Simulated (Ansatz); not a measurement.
**Si3N4 (P6_3/m): G0W0 under other settings**

Aim: change settings of a G0W0 run on Si3N4 (P6_3/m) and see what moves.

Program: Ansatz 0.2.0. Level of theory: G0W0 on PBE, plane waves, PAW; PAW set soft_1. Results are calculated unless marked as measured.

## 1. Starting point

The structure is hexagonal, space group P6_3/m (No. 176). Conventional cell: a = 7.604 Å, b = 7.604 Å, c = 2.906 Å, α = 90.00°, β = 90.00°, γ = 120.00°. Nearest to Si lie 4 N at 1.73 to 1.74 Å. Nearest to N lie 3 Si at 1.74 Å. Nearest to N lie 3 Si at 1.73 Å. Farther neighbours and most contacts between anions are not listed.

Structure file:

```
Si N
1.0
     7.60440    0.00000    0.00000
    -3.80220    6.58560    0.00000
     0.00000    0.00000    2.90630
Si N
6 8
Direct
  0.76848 0.17456 0.25000
  0.59392 0.76848 0.75000
  0.82544 0.59392 0.25000
  0.23152 0.82544 0.75000
  0.40608 0.23152 0.25000
  0.17456 0.40608 0.75000
  0.03050 0.33024 0.25000
  0.70026 0.03050 0.75000
  0.66976 0.70026 0.25000
  0.96950 0.66976 0.75000
  0.29974 0.96950 0.25000
  0.33024 0.29974 0.75000
  0.66667 0.33333 0.25000
  0.33333 0.66667 0.75000
```

The cell and positions come from the Crystallography Open Database and are kept as given unless a step says otherwise.

## 2. The base run: 3×3×4 mesh, 330 empty bands, screening to 100 eV, PAW set soft_1 files

G0W0 replaces the xc potential by the self-energy, built once from these orbitals. Only a window of levels is corrected, while the sums run over the empty bands that the input names. This step takes PAW set soft_1 files.

Input file input.yaml:

```yaml
crystal:
  lattice:
    - [7.6044, 0.0, 0.0]
    - [-3.8022, 6.5856035805, 0.0]
    - [0.0, 0.0, 2.9063]
  atoms:
    - { symbol: Si, position: [0.768477, 0.174557, 0.25] }
    - { symbol: Si, position: [0.59392, 0.768477, 0.75] }
    - { symbol: Si, position: [0.825443, 0.59392, 0.25] }
    - { symbol: Si, position: [0.231523, 0.825443, 0.75] }
    - { symbol: Si, position: [0.40608, 0.231523, 0.25] }
    - { symbol: Si, position: [0.174557, 0.40608, 0.75] }
    - { symbol: "N", position: [0.0305, 0.33024, 0.25] }
    - { symbol: "N", position: [0.70026, 0.0305, 0.75] }
    - { symbol: "N", position: [0.66976, 0.70026, 0.25] }
    - { symbol: "N", position: [0.9695, 0.66976, 0.75] }
    - { symbol: "N", position: [0.29974, 0.9695, 0.25] }
    - { symbol: "N", position: [0.33024, 0.29974, 0.75] }
    - { symbol: "N", position: [0.6666666667, 0.3333333333, 0.25] }
    - { symbol: "N", position: [0.3333333333, 0.6666666667, 0.75] }
kpoints:
  mp_grid: { grid: [3, 3, 4] }
hamiltonian:
  xc: pbe
  pseudopotentials: { kind: paw, azcp: { folder: soft_1 } }
scf:
  occupations: { method: fixed }
gw:
  n_empty_bands: 330
  ecut_chi: 100
  qp_bands: [v4, c4]
  qp_kpoints: band_edges
  screening: { model: contour_deformation }
```

Started as:

```console
$ ansatz run input.yaml --threads 3 --pin off --max-ram 92160MiB --backend cuda --events-out ev --progress --plain --runs-dir out --devices 1 --max-vram 13GiB
```

Numbers of over 12 decimals in the logs are rounded to 6 here.

The log of the run:

```text
GPUs: using 1 of 1 available (devices: 1).
Engine: ansatz 0.2.0, x86_64-unknown-linux-gnu
Pseudopotentials: kind: paw
Pseudopotential: Si, paw, valence charge 4, recommended cutoff 420 eV (normal), soft_1/Si.paw.azcp
Pseudopotential: N, paw, valence charge 5, recommended cutoff 420 eV (normal), soft_1/N.paw.azcp
Functional definition: PBE
  parameter kappa = 0.804
  parameter beta = 0.066725
  exchange = pbe_x(kappa = kappa, mu = beta*pi^2/3)
  correlation = pbe_c(beta = beta)
device memory: the entry about to start is reckoned to put 2.4 GiB on a device that reports 46.1 GiB free (of which the cap on the GPU budget leaves the run 13.0 GiB)
GPU FFT provider: cuFFT
GPU libraries: cuBLAS 13.8.2, cuFFT 12.4.0, cuSOLVER 12.3.4
Crystal: 14 atoms, lattice volume = 145.546 Å³
Basis set: ecut = 420 eV, 2823 PW (Γ)
Bands: 46, of which v1, the nominal top of the filled ones, is band 32 counted from 1 (31 counted from 0)
Symmetry: 12 space group operations
Space group: P63/m (ITA 176), of the structure as read, at distance tolerance 5.3e-5 Å
k-points: 9 of 36
Non-local potential: Si, projectors of the file, l = 0: 2, l = 1: 2, l = 2: 1
Non-local potential: N, projectors of the file, l = 0: 2, l = 1: 2, l = 2: 1
PAW form: soft (Blöchl's): semilocal exchange-correlation on the pseudo side does not see the compensation charge
PAW one-centre angular grid: Si, 110 points (default); XC on 64 Gauss nodes
PAW one-centre angular grid: N, 110 points (default); XC on 64 Gauss nodes
Initial density: superposition of atomic densities (chi_scale 0.1, normalization cell, long waves kept (reshape's long-wave potential 0.02 eV rms))
Initial wavefunctions: pseudopotential atomic-orbital guess
GPU buffer pool allocated for 58320 grid points (all kernels)
GPU transforms: local potential and band sums: pruned to the plane-wave sphere, on 54×54×20
Functional: x = pbe(κ = 0.804, μ = 0.219515), c = pbe(β = 0.066725)
SCF iter   1: F=—  HF=-6913.295268 eV  |F-HF|=—  |Δ(HF+E_count)|=         —  Δρ=1.57e-1  dr2=3.74e1  ethr=3.10e-3  ⟨swp⟩=5.0  Hψ=1621  notcnv=0  defer=98
preconditioner: auto → Resta (q_TF=auto, 2.379 Å⁻¹)  ε∞=3.5  [insulator: Δε(μ)=6.053 eV  Ē_g=15.568 eV  n_scr=32 (ndim 8)  ℏωp=24.6 eV  f_vac=0.009  ε∞_Penn≈3.5]
SCF iter   2: F=—  HF=-6901.987923 eV  |F-HF|=—  |Δ(HF+E_count)|=    1.13e1  Δρ=4.97e-2  dr2=2.09e0  ethr=3.10e-3  ⟨swp⟩=3.6  Hψ=1110  notcnv=0  defer=94
SCF iter   3: F=—  HF=-6901.729278 eV  |F-HF|=—  |Δ(HF+E_count)|=   2.59e-1  Δρ=2.50e-2  dr2=5.07e-1  ethr=3.10e-3  ⟨swp⟩=1.0  Hψ=457  notcnv=0  defer=84
SCF iter   4: F=—  HF=-6901.713723 eV  |F-HF|=—  |Δ(HF+E_count)|=   1.56e-2  Δρ=2.19e-3  dr2=8.48e-3  ethr=7.92e-4  ⟨swp⟩=2.1  Hψ=396  notcnv=0  defer=104
[...]
E_xc         = -828.776731
  E_vxc        = -908.733567  (∫ρ·V_xc dr)
  E_paw        = -4099.010523  (= ΣΔE_a)
  E_vpaw       = -177.496320  (= ΣTr[D̂ρ^β])
  E_aug_tail   = 0.007446  (compensation charges beyond the density's cutoff)
  E_ewald      = -2404.952369
  E_smearing   = -0.000000  (= −TS)
  E_closure    = 0.000000  (closes the sum)
  Σ components = -6901.721101   (vs F -6901.721101, Δ=0.00e0)
--- Band table (eV; the first three rows and the last of 9) ---
  k-point 0: bands = [... 28 lower, 7.0100, 7.8383, 7.8965, 8.1033, 12.6213, 13.0378, 13.1921, 13.1921, ... 10 higher]
  k-point 1: bands = [... 28 lower, 6.7188, 6.9718, 6.9718, 8.2269, 13.9994, 13.9994, 14.8659, 15.0404, ... 10 higher]
  k-point 2: bands = [... 28 lower, 6.6665, 6.6665, 6.9516, 6.9516, 13.0170, 13.0170, 13.0170, 13.0170, ... 10 higher]
  k-point 8: bands = [... 28 lower, 6.8897, 6.8897, 7.1799, 7.1799, 13.3302, 13.3302, 14.1461, 14.1461, ... 10 higher]
--- G₀W₀: contour deformation, 5 samples at zero and on the imaginary axis and 1 off it, 36 q-points, 330 empty bands' worth ---
  eigenvalues of the whole cell's RPA ε∞ on this k-mesh (on a slab, of 1 + 4πα/V) = 4.0224, 4.0224, 4.2991; static W/v taken at q = 0 is 0.238703
  bands read: the sum over 362 bands ends inside a degenerate multiplet in 1 slot, whose members it reads at an even weight; the widest, k=7: bands 362 to 363 (counted from 1) at 1/2 each
  gw.qp_kpoints: band_edges: 8 of 9 stored k-points solved, in 1 pass; an edge of the gap read off the rows below is read off those points alone
    valence top: of the k-points left out ik 7 came nearest to being solved in a further pass, in band 32 (counted from 1, as in the quasiparticle table): it holds the edge there only if its correction is more favourable than any solved in that band by at least 0.789 eV; those differ by 0.208 eV
    conduction bottom: of the k-points left out ik 7 came nearest to being solved in a further pass, in band 33 (counted from 1, as in the quasiparticle table): it holds the edge there only if its correction is more favourable than any solved in that band by at least 0.862 eV; those differ by 0.184 eV
    ik  band        ε_KS         Σx   Σc(E_QP)       V_xc       Z   E_QP_lin       E_QP  E_QP is
     0    29      7.0100   -21.5623     3.3717   -17.4010  0.7958     6.2153     6.2204  root
     0    30      7.8383   -21.6516     3.4923   -17.4036  0.7916     7.0777     7.0825  root
     0    31      7.8965   -21.7688     3.3618   -17.6903  0.7929     7.1757     7.1798  root
     0    32      8.1033   -21.8963     3.4907   -17.6882  0.7923     7.3817     7.3859  root
     0    33     12.6213    -7.1588    -4.4140   -12.4840  0.8340    13.5380    13.5325  root
     0    34     13.0378    -8.5278    -4.0934   -13.4080  0.8308    13.8285    13.8245  root
     0    35     13.1921    -8.1400    -4.4319   -13.5837  0.8272    14.2111    14.2039  root
     0    36     13.1921    -8.1400    -4.4319   -13.5837  0.8272    14.2111    14.2039  root
[...]
8    33     13.3302    -7.9342    -4.3906   -13.2611  0.8291    14.2725    14.2666  root
     8    34     13.3302    -7.9342    -4.3906   -13.2611  0.8291    14.2725    14.2666  root
     8    35     14.1461    -6.9042    -4.3728   -12.1180  0.8305    14.9920    14.9870  root
     8    36     14.1461    -6.9042    -4.3728   -12.1180  0.8305    14.9920    14.9870  root
[key lines of the parts left out:]
SCF converged after 9 iterations
Free energy (F): -6901.721101 eV
Fermi energy:    8.226900 eV
```

It took 17 s on 1 × NVIDIA H100 80GB HBM3 (shared by 6 runs) with 3 threads of AMD EPYC 7R13 (Zen 3), shared host; peak memory 1.3 GiB.

Numbers from this step:

* bands summed: 362
* RPA ε∞ on this mesh (eigenvalues): 4.022, 4.022, 4.299
* plane waves in the screening matrix: 341
* q-points in the mesh: 36
* G0W0 gap on the mesh: 5.982 eV
* k of the valence top: 0, 0, 0.25
* k of the conduction bottom: 0, 0, 0
* starting gap on the mesh: 4.394 eV
* Z at the valence top: 0.7944
* Z at the conduction bottom: 0.8340
* least direct G0W0 gap on the computed points: 6.147 eV

The gap on the mesh goes from 4.39 eV to 5.98 eV, a correction of +1.59 eV. Between the two edge states, bare exchange in place of the xc potential would open the gap by 9.35 eV, and correlation takes back 7.76 eV.

## 3. Variant: potentials

Other atomic data (norm-conserving) test the pseudisation: the cutoff goes from 420 to 1240 eV, with the same valence electrons.

This step: G0W0 on PBE, plane waves, norm-conserving pseudopotentials.

Changes to input.yaml since step 2:

```diff
@@ -24,3 +24,3 @@
   xc: pbe
-  pseudopotentials: { kind: paw, azcp: { folder: soft_1 } }
+  pseudopotentials: { kind: nc }
 scf:
```

The log of the run:

```text
GPUs: using 1 of 1 available (devices: 1).
[...]
GPU FFT provider: cuFFT
GPU libraries: cuBLAS 13.8.2, cuFFT 12.4.0, cuSOLVER 12.3.4
Crystal: 14 atoms, lattice volume = 145.546 Å³
Basis set: ecut = 1240 eV, 14549 PW (Γ)
Bands: 46, of which v1, the nominal top of the filled ones, is band 32 counted from 1 (31 counted from 0)
Symmetry: 12 space group operations
[...]
k-points: 9 of 36
[...]
GPU buffer pool allocated for 291600 grid points (all kernels)
[...]
SCF iter   1: F=—  HF=-3073.440041 eV  |F-HF|=—  |Δ(HF+E_count)|=         —  Δρ=1.64e-1  dr2=3.90e1  ethr=3.10e-3  ⟨swp⟩=5.2  Hψ=1721  notcnv=0  defer=96
[...]
SCF iter   9: F=-3061.707941 eV  HF=-3061.707941 eV  |F-HF|=1.51e-8  |Δ(HF+E_count)|=   8.39e-7  Δρ=2.31e-6  dr2=8.01e-9  ethr=1.56e-10  ⟨swp⟩=16.6  Hψ=2439  notcnv=0
SCF 1 converged in 9 iterations: F = -3061.707941 eV  dr2 = 8.01e-9
[...]
0    29      7.0214   -21.5584     3.3706   -17.3940  0.7957     6.2223     6.2275  root
     0    30      7.8508   -21.6430     3.4917   -17.3910  0.7915     7.0858     7.0906  root
     0    31      7.9087   -21.7629     3.3616   -17.6795  0.7928     7.1827     7.1869  root
     0    32      8.1165   -21.8884     3.4902   -17.6756  0.7922     7.3897     7.3940  root
     0    33     12.6152    -7.1546    -4.4176   -12.4898  0.8339    13.5383    13.5327  root
     0    34     13.0533    -8.4969    -4.0941   -13.3798  0.8308    13.8461    13.8421  root
     0    35     13.1898    -8.1359    -4.4351   -13.5872  0.8271    14.2131    14.2059  root
     0    36     13.1898    -8.1359    -4.4351   -13.5872  0.8271    14.2131    14.2059  root
[...]
8    33     13.3309    -7.9278    -4.3939   -13.2625  0.8290    14.2777    14.2717  root
     8    34     13.3309    -7.9278    -4.3939   -13.2625  0.8290    14.2777    14.2717  root
     8    35     14.1468    -6.9026    -4.3775   -12.1232  0.8304    14.9949    14.9898  root
     8    36     14.1468    -6.9026    -4.3775   -12.1232  0.8304    14.9949    14.9898  root
[key lines of the parts left out:]
SCF converged after 9 iterations
Free energy (F): -3061.707941 eV
Fermi energy:    8.240491 eV
```

Wall time 48 s (1 × NVIDIA H100 80GB HBM3 (shared by 6 runs) with 3 threads); peak memory 2.2 GiB.

The G0W0 gap on the mesh is 5.974 eV.

Against the base:

| setting | base | variant |
| --- | --- | --- |
| files | PAW set soft_1 | norm-conserving |

| quantity | variant | base |
| --- | --- | --- |
| starting gap on the mesh | 4.375 | 4.394 |
| G0W0 gap on the mesh | 5.974 | 5.982 |
| least direct G0W0 gap on the computed points | 6.139 | 6.147 |
| Z at the valence top | 0.794 | 0.794 |
| Z at the conduction bottom | 0.834 | 0.834 |

## 4. Variant: potentials

This step: G0W0 on PBE, plane waves, PAW.

Changes to input.yaml since step 3:

```diff
@@ -24,3 +24,3 @@
   xc: pbe
-  pseudopotentials: { kind: nc }
+  pseudopotentials: { kind: paw, source: ansatz }
 scf:
```

The log of the run:

```text
GPUs: using 1 of 1 available (devices: 1).
[...]
GPU FFT provider: cuFFT
GPU libraries: cuBLAS 13.8.2, cuFFT 12.4.0, cuSOLVER 12.3.4
Crystal: 14 atoms, lattice volume = 145.546 Å³
Basis set: ecut = 870 eV, 8425 PW (Γ)
Bands: 46, of which v1, the nominal top of the filled ones, is band 32 counted from 1 (31 counted from 0)
Symmetry: 12 space group operations
[...]
k-points: 9 of 36
[...]
GPU buffer pool allocated for 168750 grid points (all kernels)
[...]
SCF iter   1: F=—  HF=-6912.448712 eV  |F-HF|=—  |Δ(HF+E_count)|=         —  Δρ=1.65e-1  dr2=3.93e1  ethr=3.10e-3  ⟨swp⟩=6.1  Hψ=1906  notcnv=0  defer=96
[...]
SCF iter   9: F=-6901.190708 eV  HF=-6901.190708 eV  |F-HF|=1.60e-8  |Δ(HF+E_count)|=   1.78e-6  Δρ=3.40e-6  dr2=1.59e-8  ethr=1.56e-10  ⟨swp⟩=16.8  Hψ=2780  notcnv=0
SCF 1 converged in 9 iterations: F = -6901.190708 eV  dr2 = 1.59e-8
[...]
0    29      7.0159   -21.5135     3.3654   -17.3753  0.7957     6.2383     6.2432  root
     0    30      7.8470   -21.6136     3.4863   -17.3818  0.7915     7.0968     7.1014  root
     0    31      7.9050   -21.7524     3.3588   -17.6769  0.7928     7.1842     7.1883  root
     0    32      8.1119   -21.8529     3.4848   -17.6639  0.7922     7.4038     7.4078  root
     0    33     12.6232    -7.0486    -4.4338   -12.4276  0.8337    13.5745    13.5685  root
     0    34     13.0547    -8.4764    -4.0972   -13.3600  0.8308    13.8450    13.8410  root
     0    35     13.1968    -8.0408    -4.4514   -13.5284  0.8269    14.2405    14.2330  root
     0    36     13.1968    -8.0408    -4.4514   -13.5284  0.8269    14.2405    14.2330  root
[...]
8    33     13.3364    -7.8175    -4.4115   -13.2031  0.8288    14.3170    14.3105  root
     8    34     13.3364    -7.8175    -4.4115   -13.2031  0.8288    14.3170    14.3105  root
     8    35     14.1531    -6.7747    -4.3953   -12.0591  0.8302    15.0478    15.0422  root
     8    36     14.1531    -6.7747    -4.3953   -12.0591  0.8302    15.0478    15.0422  root
[key lines of the parts left out:]
SCF converged after 9 iterations
Free energy (F): -6901.190708 eV
Fermi energy:    8.235378 eV
```

The job ended after 28 s (1 × NVIDIA H100 80GB HBM3 (shared by 6 runs) with 3 threads; peak memory 1.8 GiB).

The G0W0 gap on the mesh is 6.007 eV.

Against the base:

| setting | base | variant |
| --- | --- | --- |
| files | PAW set soft_1 | hard PAW |

| quantity | variant | base |
| --- | --- | --- |
| starting gap on the mesh | 4.388 | 4.394 |
| G0W0 gap on the mesh | 6.007 | 5.982 |
| least direct G0W0 gap on the computed points | 6.161 | 6.147 |
| Z at the valence top | 0.794 | 0.794 |
| Z at the conduction bottom | 0.834 | 0.834 |

## 5. Variant: frequency model

A plasmon pole stands in for the full frequency dependence of the screening; this run shows what that costs in accuracy.

This step: G0W0 on PBE, plane waves, PAW; PAW set soft_1.

Changes to input.yaml since step 4:

```diff
@@ -24,3 +24,3 @@
   xc: pbe
-  pseudopotentials: { kind: paw, source: ansatz }
+  pseudopotentials: { kind: paw, azcp: { folder: soft_1 } }
 scf:
@@ -32,2 +32,2 @@
   qp_kpoints: band_edges
-  screening: { model: contour_deformation }
+  screening: { model: godby_needs }
```

The log of the run:

```text
GPUs: using 1 of 1 available (devices: 1).
[...]
GPU FFT provider: cuFFT
GPU libraries: cuBLAS 13.8.2, cuFFT 12.4.0, cuSOLVER 12.3.4
Crystal: 14 atoms, lattice volume = 145.546 Å³
Basis set: ecut = 420 eV, 2823 PW (Γ)
Bands: 46, of which v1, the nominal top of the filled ones, is band 32 counted from 1 (31 counted from 0)
Symmetry: 12 space group operations
[...]
k-points: 9 of 36
[...]
GPU buffer pool allocated for 58320 grid points (all kernels)
[...]
SCF iter   1: F=—  HF=-6913.295268 eV  |F-HF|=—  |Δ(HF+E_count)|=         —  Δρ=1.57e-1  dr2=3.74e1  ethr=3.10e-3  ⟨swp⟩=5.0  Hψ=1621  notcnv=0  defer=98
[...]
SCF iter   9: F=-6901.721101 eV  HF=-6901.721101 eV  |F-HF|=2.17e-8  |Δ(HF+E_count)|=   1.59e-6  Δρ=2.76e-6  dr2=1.00e-8  ethr=1.56e-10  ⟨swp⟩=15.8  Hψ=2430  notcnv=0
SCF 1 converged in 9 iterations: F = -6901.721101 eV  dr2 = 1.00e-8
[...]
0    29      7.0100   -21.5623     3.4036   -17.4010  0.8042     6.2494     6.2523  root
     0    30      7.8383   -21.6516     3.5235   -17.4036  0.8005     7.1114     7.1137  root
     0    31      7.8965   -21.7688     3.3962   -17.6903  0.8006     7.2117     7.2142  root
     0    32      8.1033   -21.8963     3.5260   -17.6882  0.8007     7.4187     7.4212  root
     0    33     12.6213    -7.1588    -4.3946   -12.4840  0.8396    13.5559    13.5518  root
     0    34     13.0378    -8.5278    -4.0874   -13.4080  0.8358    13.8335    13.8306  root
     0    35     13.1921    -8.1400    -4.4079   -13.5837  0.8334    14.2332    14.2279  root
     0    36     13.1921    -8.1400    -4.4079   -13.5837  0.8334    14.2332    14.2279  root
[...]
8    33     13.3302    -7.9342    -4.3699   -13.2611  0.8350    14.2914    14.2872  root
     8    34     13.3302    -7.9342    -4.3699   -13.2611  0.8350    14.2914    14.2872  root
     8    35     14.1461    -6.9042    -4.3513   -12.1180  0.8371    15.0120    15.0085  root
     8    36     14.1461    -6.9042    -4.3513   -12.1180  0.8371    15.0120    15.0085  root
[key lines of the parts left out:]
SCF converged after 9 iterations
Free energy (F): -6901.721101 eV
Fermi energy:    8.226900 eV
```

The job ended after 25 s (1 × NVIDIA H100 80GB HBM3 (shared by 6 runs) with 3 threads; peak memory 1.8 GiB).

The G0W0 gap on the mesh is 5.964 eV.

Against the base:

| setting | base | variant |
| --- | --- | --- |
| frequency model | contour deformation | plasmon pole |

| quantity | variant | base |
| --- | --- | --- |
| starting gap on the mesh | 4.394 | 4.394 |
| G0W0 gap on the mesh | 5.964 | 5.982 |
| least direct G0W0 gap on the computed points | 6.131 | 6.147 |
| Z at the valence top | 0.802 | 0.794 |
| Z at the conduction bottom | 0.840 | 0.834 |

## 6. What came out

```yaml
base: 5.98 eV, 17 s
potentials: 5.97 eV, 48 s
potentials: 6.01 eV, 28 s
frequency_model: 5.96 eV, 25 s
```

Potentials: the gap moves by −0.01 eV and the time by a factor of 2.9 (the plane-wave cutoff goes from 420 to 1240 eV). Potentials: the gap moves by +0.03 eV (the plane-wave cutoff goes from 420 to 870 eV). Frequency model: the gap moves by −0.02 eV. All runs here use a coarse mesh and modest cutoffs; they test settings and are not final values. The 3×3×4 mesh is coarse for this cell (its supercell is 12 Å along the shortest edge). The RPA ε∞ on it, from the PBE start, is 4.02 and 4.30; such meshes misread the long-range screening, most where the gap is narrow.

[Paths, hosts, dates, memory and timing lines, banners, echoed tables and standing remarks are left out of the program output.]

[Logs are printed without paths, hosts, clocks, repeated set-up lines and the standing remarks that a program may print on its own settings, such as how far it seeks lower states.]

[Runs of the session that timed out or met a known fault of the program may be left out.]

[Cells called generated may have been cut or substituted from an entry of the Crystallography Open Database or the Materials Project.]

[Hosts, paths, dates, database ids (printed as entryN), source tags and the programs' standing remarks are cut or masked in the printed files.]
